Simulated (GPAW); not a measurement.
A computed O K-edge spectrum of one site in a crystal of Fe, O and Sr, with its zero at a photon energy of about 522.4 eV (LDA puts this hole about 4 eV below PBE, itself good to a few eV). Method: GPAW, LDA + U, excited-electron core hole (neutral cell) in a small cell, dipole transitions, broadening that rises with energy.

Energy from the lowest empty level; intensity scaled to a mean of 1 over the first 20 eV:

| E (eV) | intensity |
| --- | --- |
| -2.0 | 0.00 |
| -1.0 | 0.00 |
| 0.0 | 0.07 |
| 1.0 | 0.01 |
| 2.0 | 0.01 |
| 3.0 | 0.70 |
| 4.0 | 0.70 |
| 5.0 | 0.79 |
| 6.0 | 0.44 |
| 7.0 | 1.38 |
| 8.0 | 1.97 |
| 9.0 | 1.17 |
| 10.0 | 0.59 |
| 11.0 | 0.94 |
| 12.0 | 1.49 |
| 13.0 | 1.81 |
| 14.0 | 2.25 |
| 15.0 | 2.10 |
| 16.0 | 1.40 |
| 17.0 | 0.80 |
| 18.0 | 0.51 |
| 19.0 | 0.52 |
| 20.0 | 0.66 |
| 21.0 | 0.82 |
| 22.0 | 0.93 |
| 23.0 | 0.89 |
| 24.0 | 0.72 |
| 25.0 | 0.57 |
| 26.0 | 0.49 |
| 27.0 | 0.47 |
| 28.0 | 0.49 |
| 29.0 | 0.57 |
| 30.0 | 0.64 |
| 31.0 | 0.69 |
| 32.0 | 0.74 |

Q: Which coordination does this site have?

A K edge sees empty p states; the first features are O p mixed into the empty d states of the Fe neighbours, and the broad ones above probably into the cations' higher empty bands. It is atom 5 of SrFeO3 (Pm-3m), with 2 Fe at 1.91 Å (linear, site symmetry 4/mmm). Its main maxima below 24 eV lie at 3.2 eV (0.82), 4.6 eV (1.13), 8.0 eV (1.97), 14.3 eV (2.31) and 22.3 eV (0.94). A near-edge spectrum doesn't fix the structure by itself; it is matched against candidates. The hole lies in one spin channel, while the script sums the empty states of both and takes the lower zero; where the two channels are split, this blurs and shifts the curve. The unit cell's mesh shows no gap over 0.35 eV. That is right for a metallic compound; for a small-gap or correlated insulator it would be the fault of the functional or of the assumed magnetic order, and the hole would be screened too well. The spins start antiferromagnetically in a simple order, which needn't be the measured one; gap and edge can depend on it. The holes are only 5.4 Å apart, so the shape is probably not converged with cell size; no larger cell was run here. The mesh is coarse (0.24 Å⁻¹ between points), so small maxima may be mesh ripples. The structure is a computed Materials Project entry and may be a hypothetical form.

[Hosts, paths, dates, database ids (printed as entryN), source tags and the programs' standing remarks are cut or masked in the printed files.]

[Lists of maxima count a maximum above −3 eV only where it reaches 4 % of the highest in the window and stands out from its surroundings by 2 % of it (1.5 % where it reaches 55 %); shoulders and weaker maxima are passed over, and of the rest the first, up to two pre-edge ones and the few strongest are named.]
